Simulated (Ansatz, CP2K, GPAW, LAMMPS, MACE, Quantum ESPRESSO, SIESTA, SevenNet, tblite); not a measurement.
# Codes compared on 47In2O3-53ZnO (mol %) with crystalline order left by the classical run (65 atoms)

Wanted: errors and costs of other methods on 47In2O3-53ZnO (mol %) with crystalline order left by the classical run (65 atoms). A plane-wave run serves as the reference.

Main program and level: Quantum ESPRESSO 7.5; Kohn-Sham DFT, PBE, SSSP efficiency 1.3.0 pseudopotentials, plane waves.

### Step 1. Starting point

The cell holds 65 atoms: 18 In, 10 Zn and 37 O. Its edges and angles: a = 9.441 Å, b = 9.441 Å, c = 9.441 Å, α = 90.0°, β = 90.0°, γ = 90.0°. 65 atoms (18 Sc, 10 Zn, 37 O) placed at random at 4.13 g/cm³, melted at 5000 K for 10 ps at fixed volume with the Morse and Coulomb pair potential with partial charges (Pedone, Malavasi, Menziani, Cormack and Segre, J. Phys. Chem. B 110, 11780 (2006)). Quenched from 5000 K to 300 K at 1000 K/ps and fixed volume, held 10 ps at zero pressure, then minimised at fixed cell. Then Sc was replaced by In and the cell scaled by 1.027 (the potential has no terms for the new elements, so the cell is a start for a DFT relaxation).

### Step 2. Reference: Quantum ESPRESSO, plane waves

File pw.in:

```
&control
  calculation = 'scf'
  pseudo_dir = './pseudo'
  outdir = './tmp'
  disk_io = 'none'
  tprnfor = .true.
  tstress = .true.
/
&system
  ibrav = 0
  nat = 65
  ntyp = 3
  ecutwfc = 60
  ecutrho = 480
  nosym = .true.
  occupations = 'smearing'
  smearing = 'fd'
  degauss = 0.003675
/
&electrons
  conv_thr = 3.3e-07
  electron_maxstep = 100
  mixing_beta = 0.4
  mixing_mode = 'plain'
  diagonalization = 'david'
/
ATOMIC_SPECIES
In 114.818 In.upf
Zn 65.380 Zn.upf
O 15.999 O.upf
CELL_PARAMETERS angstrom
9.44060 0.00000 0.00000
0.00000 9.44060 0.00000
0.00000 0.00000 9.44060
ATOMIC_POSITIONS crystal
In 0.05954 0.67402 0.81369
In 0.25461 0.17209 0.32093
In 0.35469 0.78784 0.77280
In 0.73598 0.82878 0.66562
In 0.75670 0.16663 0.66219
In 0.35158 0.08602 0.93965
In 0.02646 0.67757 0.16158
In 0.02331 0.32224 0.84042
In 0.78980 0.49285 0.34886
In 0.75024 0.15892 0.99482
In 0.75068 0.83140 0.31490
In 0.09172 0.86953 0.50616
[... 49 atom lines left out ...]
O 0.99858 0.49304 0.69103
O 0.53032 0.50295 0.03833
O 0.77782 0.31653 0.49234
O 0.74489 0.66651 0.49619
K_POINTS gamma
```

On the command line:

```bash
$ OMP_NUM_THREADS=1 mpirun -np 4 pw.x -in pw.in > output.txt
```

Log:

```text
Program PWSCF
     gamma-point specific algorithms are used
     one sub-group per band group will be used
     scalapack distributed-memory algorithm (size of sub-group:  2*  2 procs)
     Parallelization info
     sticks:   dense  smooth     PW     G-vecs:    dense   smooth      PW
     Min        3040    1517    378               252069    89138   11098
     Max        3042    1520    379               252072    89144   11101
     Sum       12165    6073   1513              1008281   356559   44395
     bravais-lattice index     =            0
     lattice parameter (alat)  =      17.8401  a.u.
     unit-cell volume          =    5678.0000 (a.u.)^3
     number of atoms/cell      =           65
     number of atomic types    =            3
     number of electrons       =       656.00
[... lines left out ...]
     scf convergence threshold =      3.3E-07
[... lines left out ...]
     number of k points=     1  Fermi-Dirac smearing, width (Ry)=  0.0037
[... lines left out ...]
     total energy              =   -8759.60896528 Ry
[... lines left out ...]
     total energy              =   -8764.59989603 Ry
[... lines left out ...]
     total energy              =   -8765.11615612 Ry
[... lines left out ...]
     total energy              =   -8765.25919251 Ry
[... lines left out ...]
     total energy              =   -8765.25919363 Ry
[... lines left out ...]
   -69.4124 -69.3801 -69.3508 -69.2414 -69.2319 -69.2162 -69.2020 -69.1793
   -69.1731 -69.1692 -69.1519 -69.1149 -69.1088 -69.0856 -69.0800 -69.0627
   -69.0463 -69.0455 -68.9596 -68.9173 -68.9059 -68.8880 -68.8501 -68.8410
[...]
17.1182  17.1969  17.2575  17.3604  17.4637  17.5490  17.6717  17.7157
    17.7871  17.8625  17.9429  17.9862  18.0545  18.1495  18.2175  18.2804
    18.3040  18.3336
     the Fermi energy is     8.7744 ev
!    total energy              =   -8765.25919365 Ry
     estimated scf accuracy    <       0.00000018 Ry
     smearing contrib. (-TS)   =      -0.00535156 Ry
     internal energy E=F+TS    =   -8765.25384210 Ry
     The total energy is F=E-TS. E is the sum of the following terms:
     one-electron contribution =   -5466.34392501 Ry
     hartree contribution      =    3190.53987836 Ry
     xc contribution           =   -1558.18818426 Ry
     ewald contribution        =   -4579.04903881 Ry
     one-center paw contrib.   =    -352.21257237 Ry
     convergence has been achieved in  18 iterations
     Forces acting on atoms (cartesian axes, Ry/au):
     atom    1 type  1   force =    -0.01842964   -0.01372406    0.01706503
     atom    2 type  1   force =     0.00686330    0.01029117   -0.00594246
     atom    3 type  1   force =     0.01908322   -0.01419974    0.01015074
[...]
atom   64 type  3   force =     0.00086714    0.00920154    0.00152062
     atom   65 type  3   force =    -0.01803770   -0.00585083    0.01408191
     Total force =     0.152393     Total SCF correction =     0.002187
     Computing stress (Cartesian axis) and pressure
          total   stress  (Ry/bohr**3)                   (kbar)     P=       15.38
  -0.00006022  -0.00003068  -0.00004822           -8.86       -4.51       -7.09
  -0.00003068   0.00021299   0.00002355           -4.51       31.33        3.46
  -0.00004822   0.00002355   0.00016093           -7.09        3.46       23.67
     Message from routine punch:
     Nothing written, as per user request (disk_io='none')
```

It took 2.8 min on 4 MPI ranks of Arm Neoverse V2, shared host; peak memory 2.6 GiB.

Banners, paths, timers and routine set-up lines are dropped from the logs unmarked, and long logs keep their key lines alone; longer cuts are marked.

Numbers from this run:

```
r.m.s. force component : 0.2806 eV/Å
longest force          : 1.044 eV/Å
pressure               : 1.538 GPa
```

### Step 3. Local order

Pair distribution functions g(r), in bins of 0.2 Å:

```
r (Å)  total   O-O  O-In  O-Zn  In-In  In-Zn  Zn-Zn
 1.90   0.08  0.00  0.00  0.46   0.00   0.00   0.00
 2.10   3.65  0.00  7.46  7.42   0.00   0.00   0.00
 2.30   1.14  0.00  2.94  1.19   0.00   0.00   0.00
 2.50   0.20  0.08  0.08  0.86   0.00   0.00   0.00
 2.70   0.20  0.34  0.14  0.12   0.00   0.26   0.00
 2.90   0.94  2.02  0.12  0.45   0.00   1.51   1.56
 3.10   1.80  3.98  0.10  0.19   1.47   4.02   0.00
 3.30   1.50  2.75  0.22  0.16   2.84   2.68   2.49
 3.50   0.90  0.92  0.53  0.64   1.69   1.83   1.65
 3.70   0.95  0.43  0.84  1.37   1.96   1.64   0.98
 3.90   1.07  0.32  1.82  1.25   1.23   0.88   0.00
 4.10   0.84  0.49  1.10  1.34   0.61   0.34   0.79
 4.30   0.73  0.86  0.73  0.29   0.79   1.01   0.72
 4.50   0.63  0.53  0.52  1.02   0.92   0.37   0.68
```

Bonds by pair of elements; cutoffs follow the first minimum of g(r), held within bounds set by covalent radii, and pairs that aren't listed don't count as bonded:

```
pair A-B  cutoff (Å)  bonds  mean length (Å)  spread (Å)  shortest (Å)  B about A  A about B
    O-In        2.52     98             2.18       0.068          2.06       2.65       5.44
    O-Zn         2.5     48             2.15       0.125          1.98       1.30        4.8
```

The cutoff for O-Zn falls short of the minimum of g(r), so counts run low and odd coordinations can be artefacts.

How many atoms have how many bonded neighbours:

```
element  mean  3   4  5   6
     In  5.44  0   2  6  10
      O  3.95  7  25  5   0
     Zn   4.8  0   4  4   2
```

Rings of the network by King's shortest-path rule, up to 12 atoms, one path for each pair of neighbours; H, halogens, alkali and alkaline-earth atoms are left out, and the last column divides by all other atoms, bonded or not:

```
ring size (atoms)  rings  per network atom
                4     58             0.892
                6    142              2.19
                8     34             0.523
```

### Step 4. The ladder

The programs:
- CP2K 2026.2: Gaussian basis with GTH pseudopotentials and a plane-wave density; labels give functional, basis (MOLOPT sets; SR short-range, UZH the newer set with its own potentials), grid cutoff/relative cutoff and solver (OT: orbital transformation; TRS4, TC2, SIGN: linear-scaling purification with its sparsity filter), or its built-in tight binding.
- GPAW 26.7.0: PAW with atomic orbitals (LCAO), plane waves or a real-space grid of spacing h.
- MACE: machine-learned potential, published weights.
- SIESTA 5.4.2: numerical atomic orbitals, whose automatically made sets are far from complete, with PseudoDojo norm-conserving potentials that we converted to its format (checked against plane waves on the same files for H, C, O, Si, Ge and Ca alone); labels give functional, basis size, energy shift and mesh cutoff.
- SevenNet: machine-learned potential, published weights.
- tblite 0.8.0: extended tight binding, driven from Python.

All use the same cell and atoms; the electronic-structure runs use the same k-mesh, and an electronic temperature of 580 K (0.05 eV) where levels are smeared.

Differences are against the plane-wave reference, forces as r.m.s. over components; share is that over the reference's r.m.s. force, slope the least-squares factor from reference forces to these. Total energies of different programs have different zeros and aren't compared.

```
                                                          run  Δ force, r.m.s. (meV/Å)  share (%)  slope  Δ pressure (GPa)  cores  CPU time  memory (GiB)
                                                    reference                        -          -      -                 -      4    11 min           2.6
CP2K PBE, DZVP-MOLOPT-SR, 280/50 Ry, diagonalisation (coarse)                      916        327  0.954              3.01      2   6.3 min           1.4
         CP2K PBE, DZVP-MOLOPT-SR, 800/50 Ry, diagonalisation                     42.9       15.3  1.075              2.15      4   7.8 min           5.7
 CP2K PBE, SZV-MOLOPT-SR, 800/50 Ry, diagonalisation (coarse)                      245       87.4  1.430              11.3      2   4.9 min           3.0
                                 GPAW PBE, LCAO dzp, h 0.18 Å                     67.7       24.1  1.042                 -      1   4.5 min           1.5
           GPAW PBE, LCAO dzp, h 0.18 Å, other mixer settings                     67.5       24.1  1.044                 -      1   5.2 min           1.5
                    GPAW PBE, LCAO sz(dzp), h 0.18 Å (coarse)                      184       65.5  1.025                 -      1   1.8 min           1.2
                                  MACE MP-0b2 small potential                     69.0       24.6  0.886             0.929      1     5.5 s          0.67
                                 MACE MP-0b3 medium potential                     55.3       19.7  0.982             0.404      1     6.4 s          0.96
                 SIESTA PBE, DZP, shift 0.002 Ry, mesh 500 Ry                     95.3       34.0  1.123              2.81      4    17 min           3.3
                  SIESTA PBE, DZP, shift 0.01 Ry, mesh 500 Ry                     87.5       31.2  1.123            -0.383      2   6.8 min           1.9
          SIESTA PBE, SZ, shift 0.01 Ry, mesh 500 Ry (coarse)                      337        120  1.538            -0.184      1   1.9 min          0.82
          SIESTA PBE, SZ, shift 0.02 Ry, mesh 500 Ry (coarse)                      336        120  1.468             -11.0      1   1.7 min           0.7
         SIESTA PBE, SZP, shift 0.01 Ry, mesh 500 Ry (coarse)                      118       42.0  1.245             0.635      2   5.5 min           1.7
                                      SevenNet l3i5 potential                     49.1       17.5  0.951             0.332      1     7.8 s           1.3
                                             tblite IPEA1-xTB                      191       68.1  0.725             -9.86      1     4.3 s          0.11
```

Rows marked coarse were listed beforehand as settings not expected to be converged; some can still land near the reference.

Times of the machine-learned potentials are mostly Python's start and the loading of weights.

CPU time is summed over cores on a shared host, where runs went side by side, so it is rough. Symmetry, cutoffs, thresholds, outputs and thread counts weren't matched or tuned between programs; memory under MPI is the largest rank's times the ranks.

Left out of this page: tblite GFN1-xTB (killed or ended with an error).

Runs without a result: CP2K GFN1-xTB, diagonalisation (not converged, the SCF not settling).

Mean charges by element (e), by run and scheme:

```
                                                 run     scheme     In     Zn      O
CP2K PBE, DZVP-MOLOPT-SR, 800/50 Ry, diagonalisation   Mulliken  +0.95  +0.57  -0.61
        SIESTA PBE, DZP, shift 0.002 Ry, mesh 500 Ry  Hirshfeld  +0.41  +0.75  -0.40
         SIESTA PBE, DZP, shift 0.01 Ry, mesh 500 Ry  Hirshfeld  +0.36  +0.77  -0.39
                                    tblite IPEA1-xTB   Mulliken  +0.48  +0.50  -0.37
```

Within one program, basis, potentials and functional, energies share a zero. Each run against its twin at the usual cutoff or grid and solver:

```
                                                 run                                        twin  Δ energy (meV/atom)  Δ force, r.m.s. (meV/Å)         CPU time over the twin's
CP2K PBE, DZVP-MOLOPT-SR, 280/50 Ry, diagonalisation  DZVP-MOLOPT-SR, 800/50 Ry, diagonalisation                -24.4                      914  0.81 (this twin ran on 4 cores)
  GPAW PBE, LCAO dzp, h 0.18 Å, other mixer settings                          LCAO dzp, h 0.18 Å                    0                     2.44                              1.2
```

### Step 5. What came out

```yaml
reference_r_m_s_force_component: 0.281 eV/Å
nearest_in_forces: CP2K PBE, DZVP-MOLOPT-SR, 800/50 Ry, diagonalisation, 15 %
farthest_in_forces: CP2K PBE, DZVP-MOLOPT-SR, 280/50 Ry, diagonalisation (coarse), 327 %
cheapest_electronic_structure_run_beside_the_reference: tblite IPEA1-xTB, 4.3 s of CPU time
```

**Reading.** The PBE runs in local orbitals, coarse settings apart, differ by 15 % (CP2K PBE, DZVP-MOLOPT-SR, 800/50 Ry, diagonalisation) to 34 % (SIESTA PBE, DZP, shift 0.002 Ry, mesh 500 Ry); basis, grid and potentials can all enter. Tight binding differs by 68 % (tblite IPEA1-xTB); it is another model, with fitted parameters of its own, and the xTB methods hold dispersion. Machine-learned potentials differ by 17 % (SevenNet l3i5 potential) to 25 % (MACE MP-0b2 small potential); they were trained on other programs' data. IPEA1-xTB was fitted to ionisation energies and electron affinities, not to forces or charges. Runs with settings chosen to be coarse differ by 42 % (SIESTA PBE, SZP, shift 0.01 Ry, mesh 500 Ry) to 327 % (CP2K PBE, DZVP-MOLOPT-SR, 280/50 Ry, diagonalisation), their programs' other errors included. Of the electronic-structure runs that take under half the reference's CPU time, GPAW PBE, LCAO dzp, h 0.18 Å, other mixer settings is among the nearest, at 24 % in 5.2 min against 11 min. SIESTA PBE, SZP, shift 0.01 Ry, mesh 500 Ry stiffens the forces by a factor of 1.25 while following their directions (correlation 0.964). In pressure, CP2K PBE, SZV-MOLOPT-SR, 800/50 Ry, diagonalisation misses by +11.3 GPa, at the same functional. Charges hang on model, scheme and program or settings: among these rows the mean for In runs from +0.36 to +0.95 e. In the reference: first main peaks of g(r), for some of the pairs, lie near 3.1 Å (O-O), 2.2 Å (O-In), 2.1 Å (O-Zn), 3.3 Å (In-In) and 3.2 Å (In-Zn). Periodic xTB results under one method name differ between programs and library versions. The potentials hold different valence shells: 656 electrons in the reference, 576 in CP2K with SZV-MOLOPT-SR and 576 in GPAW; this bears on time and differences. The reference's pressure holds the uncorrected Pulay stress of its 60 Ry basis, so small pressure differences, and their order, may be the reference's own error. Machine-learned potentials mimic data converged in k, so the reference's own k-point error enters their differences. The quench rate of 1000 K/ps is many orders above laboratory rates, so the cell is likely richer in defects and strain than a real sample. The network of bonds at the start is that of the classical potential that made the cell, and needn't be the one that DFT or experiment would give. The reference's stress is far from hydrostatic: its diagonal is -0.9, 3.1, 2.4 GPa, compression counted positive. The reference's pressure of 1.5 GPa belongs to a cell and atoms that aren't relaxed at this level. The electronic-structure runs sample only Γ, in a cell whose shortest periodic width is 9 Å.

[Also dropped from logs without a mark: logging warnings of Python, and SIESTA's first energy breakdown and zero terms.]

[Logs are printed without paths, hosts, clocks, repeated set-up lines and the standing remarks that a program may print on its own settings, such as how far it seeks lower states.]

[Hosts, paths, dates, database ids (printed as entryN), source tags and the programs' standing remarks are cut or masked in the printed files.]
